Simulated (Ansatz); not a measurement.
## Work function of Au(110): what the settings cost and change

How thick a slab and how much vacuum does the work function of Au(110) need?

Main program and level: Ansatz 0.2.0; plane-wave DFT, PBE, Ansatz PAW.

The raw output is cut from this account; settings, times and results stay.

### 1. The structure

The cell holds 1 atom: 1 Au. Its edges and angles: a = 4.080 Å, b = 2.885 Å, c = 18.000 Å, α = 90.0°, β = 90.0°, γ = 90.0°. Vacuum lies along c.

### 2. Slab, setting 1 layer

A work function rests on the faint tail of the density, so the SCF threshold is tight. The slab grows from one layer, at fixed mesh and 18 Å of vacuum; then the vacuum is varied on one slab.

Input file input.yaml:

```yaml
crystal:
  lattice:
    - [4.08, 0.0, 0.0]
    - [0.0, 2.8849956672, 0.0]
    - [0.0, 0.0, 18.0]
  atoms:
    - { symbol: Au, position: [0.5, 0.5, 0.5] }
kpoints:
  mp_grid: { grid: [10, 14, 1] }
hamiltonian:
  xc: pbe
scf:
  occupations: { method: fermi_dirac, width: 0.1 }
  convergence: { dr2_threshold: 1.0e-09 }
efield:
  axis: 3
  dipole_correction: true
  ramp_position: 0.97
  ramp_width: 0.06
output:
  write_potential: true
  write_density: true
  volumetric_format: npy
  elf: true
```

Run with:

```sh
> ansatz run input.yaml --threads 2 --pin off --max-ram 3072MiB --backend cpu --events-out ev --progress --plain --runs-dir out
```

The job ended after 9.5 s (2 threads of Intel Xeon 6975P-C (Granite Rapids), shared host; peak memory 0.56 GiB).

Numbers from this step:

```
energy at zero smearing   : -13147.7319 eV
work function, upper face : 6.278 eV
```

Running mean over 1.442 Å of the planar mean; the ramp of the sawtooth is left out. Electron's electrostatic potential energy less the Fermi level against z:

| z (Å) | electron's electrostatic potential energy less the Fermi level (eV) |
| --- | --- |
| 2.88 | 6.28 |
| 3.31 | 6.28 |
| 3.74 | 6.28 |
| 4.18 | 6.28 |
| 4.61 | 6.28 |
| 5.04 | 6.28 |
| 5.47 | 6.27 |
| 5.90 | 6.27 |
| 6.19 | 6.25 |
| 6.62 | 6.19 |
| 7.06 | 5.98 |
| 7.49 | 5.20 |
| 7.92 | 2.74 |
| 8.35 | -0.937 |
| 8.78 | -3.98 |
| 9.22 | -3.98 |
| 9.65 | -0.937 |
| 10.08 | 2.74 |
| 10.51 | 5.20 |
| 10.94 | 5.98 |
| 11.38 | 6.19 |
| 11.81 | 6.25 |
| 12.10 | 6.27 |
| 12.53 | 6.27 |
| 12.96 | 6.28 |
| 13.39 | 6.28 |
| 13.82 | 6.28 |
| 14.26 | 6.28 |
| 14.69 | 6.28 |
| 15.12 | 6.28 |

Electrostatic potential energy in the ca plane at fractional y = 0.500, with atoms of Au within 0.2 Å of it. With pseudopotentials it is smooth inside the atoms' cores, unlike the true potential.

Ten even steps from '0' (-27 eV) to '9' (2 eV), each cell a mean:
```
99999999999999999999999999999999999999999999
99999999999999999999988899999999999999999999
99999999999999999998621379999999999999999999
99999999999999999997000048999999999999999999
99999999999999999996000038999999999999999999
99999999999999999998200059999999999999999999
99999999999999999999754689999999999999999999
99999999999999999999999999999999999999999999
99999999999999999999999999999999999999999999
```
Columns run along c (18.0 Å; values clipped at the 3rd and 97th percentile), rows up along a (4.1 Å). Atoms in or near the plane, at fractional coordinates: Au at (0.50, 0.50).

Valence density in the ca plane at fractional y = 0.500, with atoms of Au within 0.2 Å of it. It is the smooth field of the valence electrons, not physical close to the nuclei.

Ten steps, logarithmic in the rise over the least value, from '0' (0 e/Å³) to '9' (12 e/Å³), each cell a mean:
```
00000000000000000000000000000000000000000000
00000000000000000000122110000000000000000000
00000000000000000001356421000000000000000000
00000000000000000013689841000000000000000000
00000000000000000013799852000000000000000000
00000000000000000002588731000000000000000000
00000000000000000001244310000000000000000000
00000000000000000000011100000000000000000000
00000000000000000000000000000000000000000000
```
Columns run along c (18.0 Å), rows up along a (4.1 Å). Atoms in or near the plane, at fractional coordinates: Au at (0.50, 0.50).

ELF in the ca plane at fractional y = 0.500, with atoms of Au within 0.2 Å of it. It is the smooth field of the valence electrons, not physical close to the nuclei.

Ten even steps from '0' (0.00) to '9' (0.71), each cell a mean:
```
00000000000000000000111110000000000000000000
00000000000000000012334332100000000000000000
00000000000000000123566543210000000000000000
00000000000000001234688754210000000000000000
00000000000000001235799864210000000000000000
00000000000000000134678753210000000000000000
00000000000000000123455432100000000000000000
00000000000000000011233221000000000000000000
00000000000000000000000000000000000000000000
```
Columns run along c (18.0 Å), rows up along a (4.1 Å). Atoms in or near the plane, at fractional coordinates: Au at (0.50, 0.50).

The work function is 6.278 eV.

### 3. Slab, 2 atoms

System of this step: Au(110). The cell holds 2 atoms: 2 Au. Its edges and angles: a = 4.080 Å, b = 2.885 Å, c = 19.442 Å, α = 90.0°, β = 90.0°, γ = 90.0°. Vacuum lies along c.

input.yaml, the sections that differ from step 2:

```yaml
crystal:
  lattice:
    - [4.08, 0.0, 0.0]
    - [0.0, 2.8849956672, 0.0]
    - [0.0, 0.0, 19.4424978336]
  atoms:
    - { symbol: Au, position: [0.5, 0.5, 0.4629034848] }
    - { symbol: Au, position: [0.0, 0.0, 0.5370965152] }
output:
  write_potential: true
  write_density: true
  volumetric_format: npy
# kpoints, hamiltonian, scf, efield: as in step 2
```

It took 18 s on 2 threads; peak memory 0.61 GiB.

The work function is 5.030 eV, -1.248 eV from the run “1 layer”, at 1.7 times its CPU time.

### 4. Run, 3 atoms

System of this step: Au(110). The cell holds 3 atoms: 3 Au. Cell: a = 4.080 Å, b = 2.885 Å, c = 20.885 Å, α = 90.0°, β = 90.0°, γ = 90.0°. Vacuum lies along c.

input.yaml, the sections that differ from step 3:

```yaml
crystal:
  lattice:
    - [4.08, 0.0, 0.0]
    - [0.0, 2.8849956672, 0.0]
    - [0.0, 0.0, 20.8849956672]
  atoms:
    - { symbol: Au, position: [0.0, 0.0, 0.4309313798] }
    - { symbol: Au, position: [0.5, 0.5, 0.5] }
    - { symbol: Au, position: [0.0, 0.0, 0.5690686202] }
# kpoints, hamiltonian, scf, efield, output: as in step 3
```

Wall time 27 s (2 threads); peak memory 0.7 GiB.

The work function is 5.121 eV, +0.091 eV from the run “2 layers”, at 1.8 times its CPU time.

### 5. Run, 4 atoms

System of this step: Au(110). The cell holds 4 atoms: 4 Au. Cell: a = 4.080 Å, b = 2.885 Å, c = 22.327 Å, α = 90.0°, β = 90.0°, γ = 90.0°. Vacuum lies along c.

input.yaml, the sections that differ from step 4:

```yaml
crystal:
  lattice:
    - [4.08, 0.0, 0.0]
    - [0.0, 2.8849956672, 0.0]
    - [0.0, 0.0, 22.3274935009]
  atoms:
    - { symbol: Au, position: [0.5, 0.5, 0.4030904768] }
    - { symbol: Au, position: [0.0, 0.0, 0.4676968256] }
    - { symbol: Au, position: [0.5, 0.5, 0.5323031744] }
    - { symbol: Au, position: [0.0, 0.0, 0.5969095232] }
# kpoints, hamiltonian, scf, efield, output: as in step 4
```

Run time: 40 s. Hardware: 2 threads; peak memory 0.84 GiB; 69 s of CPU time.

The work function is 4.979 eV, -0.143 eV from the run “3 layers”, at 1.4 times its CPU time.

### 6. Slab, 5 atoms

System of this step: Au(110). The cell holds 5 atoms: 5 Au. Cell: a = 4.080 Å, b = 2.885 Å, c = 23.770 Å, α = 90.0°, β = 90.0°, γ = 90.0°. Vacuum lies along c.

input.yaml, the sections that differ from step 5:

```yaml
crystal:
  lattice:
    - [4.08, 0.0, 0.0]
    - [0.0, 2.8849956672, 0.0]
    - [0.0, 0.0, 23.7699913345]
  atoms:
    - { symbol: Au, position: [0.0, 0.0, 0.3786286614] }
    - { symbol: Au, position: [0.5, 0.5, 0.4393143307] }
    - { symbol: Au, position: [0.0, 0.0, 0.5] }
    - { symbol: Au, position: [0.5, 0.5, 0.5606856693] }
    - { symbol: Au, position: [0.0, 0.0, 0.6213713386] }
# kpoints, hamiltonian, scf, efield, output: as in step 5
```

Wall time 55 s (2 threads); peak memory 1 GiB; 1.7 min of CPU time.

The work function is 4.965 eV, -0.014 eV from the run “4 layers”, at 1.5 times its CPU time.

### 7. Run, 6 atoms

System of this step: Au(110). The cell holds 6 atoms: 6 Au. Cell: a = 4.080 Å, b = 2.885 Å, c = 25.212 Å, α = 90.0°, β = 90.0°, γ = 90.0°. Vacuum lies along c.

input.yaml, the sections that differ from step 6:

```yaml
crystal:
  lattice:
    - [4.08, 0.0, 0.0]
    - [0.0, 2.8849956672, 0.0]
    - [0.0, 0.0, 25.2124891681]
  atoms:
    - { symbol: Au, position: [0.5, 0.5, 0.3569659441] }
    - { symbol: Au, position: [0.0, 0.0, 0.4141795665] }
    - { symbol: Au, position: [0.5, 0.5, 0.4713931888] }
    - { symbol: Au, position: [0.0, 0.0, 0.5286068112] }
    - { symbol: Au, position: [0.5, 0.5, 0.5858204335] }
    - { symbol: Au, position: [0.0, 0.0, 0.6430340559] }
# kpoints, hamiltonian, scf, efield, output: as in step 6
```

Run time: 72 s. Hardware: 2 threads; peak memory 1.2 GiB; 2.3 min of CPU time.

The work function is 4.975 eV, +0.010 eV from the run “5 layers”, at 1.4 times its CPU time.

### 8. Slab, 8 atoms

System of this step: Au(110). The cell holds 8 atoms: 8 Au. Cell: a = 4.080 Å, b = 2.885 Å, c = 28.097 Å, α = 90.0°, β = 90.0°, γ = 90.0°. Vacuum lies along c.

input.yaml, the sections that differ from step 7:

```yaml
crystal:
  lattice:
    - [4.08, 0.0, 0.0]
    - [0.0, 2.8849956672, 0.0]
    - [0.0, 0.0, 28.0974848353]
  atoms:
    - { symbol: Au, position: [0.5, 0.5, 0.320313368] }
    - { symbol: Au, position: [0.0, 0.0, 0.3716524057] }
    - { symbol: Au, position: [0.5, 0.5, 0.4229914434] }
    - { symbol: Au, position: [0.0, 0.0, 0.4743304811] }
    - { symbol: Au, position: [0.5, 0.5, 0.5256695189] }
    - { symbol: Au, position: [0.0, 0.0, 0.5770085566] }
    - { symbol: Au, position: [0.5, 0.5, 0.6283475943] }
    - { symbol: Au, position: [0.0, 0.0, 0.679686632] }
# kpoints, hamiltonian, scf, efield, output: as in step 7
```

Elapsed: 1.8 min, on 2 threads; peak memory 1.6 GiB; 3.5 min of CPU time.

The work function is 4.985 eV, +0.010 eV from the run “6 layers”, at 1.5 times its CPU time.

### 9. Slab, 10 atoms

System of this step: Au(110). The cell holds 10 atoms: 10 Au. Cell: a = 4.080 Å, b = 2.885 Å, c = 30.982 Å, α = 90.0°, β = 90.0°, γ = 90.0°. Vacuum lies along c.

input.yaml, the sections that differ from step 8:

```yaml
crystal:
  lattice:
    - [4.08, 0.0, 0.0]
    - [0.0, 2.8849956672, 0.0]
    - [0.0, 0.0, 30.9824805026]
  atoms:
    - { symbol: Au, position: [0.5, 0.5, 0.2904867478] }
    - { symbol: Au, position: [0.0, 0.0, 0.3370452483] }
    - { symbol: Au, position: [0.5, 0.5, 0.3836037488] }
    - { symbol: Au, position: [0.0, 0.0, 0.4301622493] }
    - { symbol: Au, position: [0.5, 0.5, 0.4767207498] }
    - { symbol: Au, position: [0.0, 0.0, 0.5232792502] }
    - { symbol: Au, position: [0.5, 0.5, 0.5698377507] }
    - { symbol: Au, position: [0.0, 0.0, 0.6163962512] }
    - { symbol: Au, position: [0.5, 0.5, 0.6629547517] }
    - { symbol: Au, position: [0.0, 0.0, 0.7095132522] }
# kpoints, hamiltonian, scf, efield, output: as in step 8
```

Elapsed: 2.6 min, on 2 threads; peak memory 2.1 GiB.

The work function is 4.996 eV, +0.010 eV from the run “8 layers”, at 1.5 times its CPU time.

### 10. Run, 13 atoms

System of this step: Au(110). The cell holds 13 atoms: 13 Au. Cell: a = 4.080 Å, b = 2.885 Å, c = 35.310 Å, α = 90.0°, β = 90.0°, γ = 90.0°. Vacuum lies along c.

input.yaml, the sections that differ from step 9:

```yaml
crystal:
  lattice:
    - [4.08, 0.0, 0.0]
    - [0.0, 2.8849956672, 0.0]
    - [0.0, 0.0, 35.3099740034]
  atoms:
    - { symbol: Au, position: [0.0, 0.0, 0.2548854893] }
    - { symbol: Au, position: [0.5, 0.5, 0.2957379077] }
    - { symbol: Au, position: [0.0, 0.0, 0.3365903262] }
    - { symbol: Au, position: [0.5, 0.5, 0.3774427446] }
    - { symbol: Au, position: [0.0, 0.0, 0.4182951631] }
    - { symbol: Au, position: [0.5, 0.5, 0.4591475815] }
    - { symbol: Au, position: [0.0, 0.0, 0.5] }
    - { symbol: Au, position: [0.5, 0.5, 0.5408524185] }
    - { symbol: Au, position: [0.0, 0.0, 0.5817048369] }
    - { symbol: Au, position: [0.5, 0.5, 0.6225572554] }
    - { symbol: Au, position: [0.0, 0.0, 0.6634096738] }
    - { symbol: Au, position: [0.5, 0.5, 0.7042620923] }
    - { symbol: Au, position: [0.0, 0.0, 0.7451145107] }
# kpoints, hamiltonian, scf, efield, output: as in step 9
```

It took 4.4 min on 2 threads; peak memory 3 GiB; 8.7 min of CPU time.

The work function is 4.932 eV, -0.064 eV from the run “10 layers”, at 1.7 times its CPU time.

### 11. Run, 7 atoms

System of this step: Au(110). The cell holds 7 atoms: 7 Au. Its edges and angles: a = 4.080 Å, b = 2.885 Å, c = 18.655 Å, α = 90.0°, β = 90.0°, γ = 90.0°. Vacuum lies along c.

input.yaml, the sections that differ from step 10:

```yaml
crystal:
  lattice:
    - [4.08, 0.0, 0.0]
    - [0.0, 2.8849956672, 0.0]
    - [0.0, 0.0, 18.6549870017]
  atoms:
    - { symbol: Au, position: [0.0, 0.0, 0.268024845] }
    - { symbol: Au, position: [0.5, 0.5, 0.3453498967] }
    - { symbol: Au, position: [0.0, 0.0, 0.4226749483] }
    - { symbol: Au, position: [0.5, 0.5, 0.5] }
    - { symbol: Au, position: [0.0, 0.0, 0.5773250517] }
    - { symbol: Au, position: [0.5, 0.5, 0.6546501033] }
    - { symbol: Au, position: [0.0, 0.0, 0.731975155] }
# kpoints, hamiltonian, scf, efield, output: as in step 10
```

Elapsed: 50 s, on 2 threads; peak memory 1.1 GiB; 98 s of CPU time.

The work function is 4.940 eV.

For the work function, upper face, step 2 gave 6.28 eV; this run, with 7 atoms, gives 4.94 eV (-21 %).

### 12. Slab, 7 atoms

The cell differs from the one that the last finished run ended in (c 18.655 → 22.655 Å).

input.yaml, the sections that differ from step 11:

```yaml
crystal:
  lattice:
    - [4.08, 0.0, 0.0]
    - [0.0, 2.8849956672, 0.0]
    - [0.0, 0.0, 22.6549870017]
  atoms:
    - { symbol: Au, position: [0.0, 0.0, 0.3089827418] }
    - { symbol: Au, position: [0.5, 0.5, 0.3726551612] }
    - { symbol: Au, position: [0.0, 0.0, 0.4363275806] }
    - { symbol: Au, position: [0.5, 0.5, 0.5] }
    - { symbol: Au, position: [0.0, 0.0, 0.5636724194] }
    - { symbol: Au, position: [0.5, 0.5, 0.6273448388] }
    - { symbol: Au, position: [0.0, 0.0, 0.6910172582] }
# kpoints, hamiltonian, scf, efield, output: as in step 11
```

Elapsed: 63 s, on 2 threads; peak memory 1.2 GiB; 2.1 min of CPU time.

The work function is 4.944 eV, +0.004 eV from the run “7 layers, 10 Å of vacuum”, at 1.3 times its CPU time.

### 13. Run, 7 atoms (run 2)

The cell differs from the one that the last finished run ended in (c 22.655 → 34.655 Å).

input.yaml, the sections that differ from step 12:

```yaml
crystal:
  lattice:
    - [4.08, 0.0, 0.0]
    - [0.0, 2.8849956672, 0.0]
    - [0.0, 0.0, 34.6549870017]
  atoms:
    - { symbol: Au, position: [0.0, 0.0, 0.3751263851] }
    - { symbol: Au, position: [0.5, 0.5, 0.4167509234] }
    - { symbol: Au, position: [0.0, 0.0, 0.4583754617] }
    - { symbol: Au, position: [0.5, 0.5, 0.5] }
    - { symbol: Au, position: [0.0, 0.0, 0.5416245383] }
    - { symbol: Au, position: [0.5, 0.5, 0.5832490766] }
    - { symbol: Au, position: [0.0, 0.0, 0.6248736149] }
# kpoints, hamiltonian, scf, efield, output: as in step 12
```

Wall time 97 s (2 threads); peak memory 1.8 GiB.

The work function is 4.944 eV, -0.000 eV from the run “7 layers, 14 Å of vacuum”, at 1.5 times its CPU time.

### 14. The series together

Times are for 2 threads of Intel Xeon 6975P-C (Granite Rapids), shared host. Results by setting:

| no. | setting | work function, upper face (eV) | time | memory (GiB) |
| --- | --- | --- | --- | --- |
| 1 | 1 layer | 6.278 | 9.5 s | 0.56 |
| 2 | 2 layers | 5.030 | 18 s | 0.61 |
| 3 | 3 layers | 5.121 | 27 s | 0.7 |
| 4 | 4 layers | 4.979 | 40 s | 0.84 |
| 5 | 5 layers | 4.965 | 55 s | 1.0 |
| 6 | 6 layers | 4.975 | 72 s | 1.2 |
| 7 | 8 layers | 4.985 | 1.8 min | 1.6 |
| 8 | 10 layers | 4.996 | 2.6 min | 2.1 |
| 9 | 13 layers | 4.932 | 4.4 min | 3.0 |
| 10 | 7 layers, 10 Å of vacuum | 4.940 | 50 s | 1.1 |
| 11 | 7 layers, 14 Å of vacuum | 4.944 | 63 s | 1.2 |
| 12 | 7 layers, 26 Å of vacuum | 4.944 | 97 s | 1.8 |

### 15. A changed input

System of this step: Au(110) monolayer. The cell holds 1 atom: 1 Au. Its edges and angles: a = 4.080 Å, b = 2.885 Å, c = 18.000 Å, α = 90.0°, β = 90.0°, γ = 90.0°. Vacuum lies along c.

An input spoilt on purpose, to show how the run answers: it repeats the earlier run “1 layer” with kpoints.mp_grid.kspacing to 0.3, and scf.max_iter set to 75; its output block differs too.

input.yaml, the sections that differ from step 13:

```yaml
crystal:
  lattice:
    - [4.08, 0.0, 0.0]
    - [0.0, 2.8849956672, 0.0]
    - [0.0, 0.0, 18.0]
  atoms:
    - { symbol: Au, position: [0.5, 0.5, 0.5] }
kpoints:
  mp_grid: { grid: [10, 14, 1], kspacing: 0.3 }
scf:
  occupations: { method: fermi_dirac, width: 0.1 }
  convergence: { dr2_threshold: 1.0e-09 }
  max_iter: 75
# hamiltonian, efield, output: as in step 13
```

Wall time 0.06 s (2 threads); peak memory 0.09 GiB.

The program refused the input before any cycle.

The program's message: “Error: invalid value for `kpoints.mp_grid.kspacing`: mutually exclusive with `grid` — set one or the other”

The fault put into the input: a mesh and a spacing both set.

### 16. Results

```
work function, 1 layer   : 6.278 eV
work function, 6 layers  : 4.975 eV
work function, 13 layers : 4.932 eV
```

**Reading.** The thickest slab gives 4.93 eV, and the settings tried spread the value from 4.93 to 6.28 eV. The 13- and 10-layer slabs differ by 0.05 eV or more, so the series is not shown to have settled. Going from 10 to 26 Å of vacuum moves it by 0.004 eV. A compiled measured value is 5.16 eV (arxiv:1902.07811, 2019), but the real face reconstructs and these slabs don't, so it is no test of the method. The ladder's slabs use the tabulated experimental lattice constant (two decimals; a low-temperature value for the alkali metals). In 1 run of the series (7 layers, 10 Å of vacuum) the program warns that electrons reach the sawtooth's ramp, which makes dipole and work function less sure.

[Long decimals in the printed logs are rounded to 6 places.]

[Logs are printed without paths, hosts, clocks, repeated set-up lines and the standing remarks that a program may print on its own settings, such as how far it seeks lower states.]

[Hosts, paths, dates, database ids (printed as entryN), source tags and the programs' standing remarks are cut or masked in the printed files.]

[Maps of the electrostatic potential energy from Ansatz leave out the sawtooth potential of an applied field or a dipole correction, so their vacuum need not be flat; planar profiles and work functions include it.]
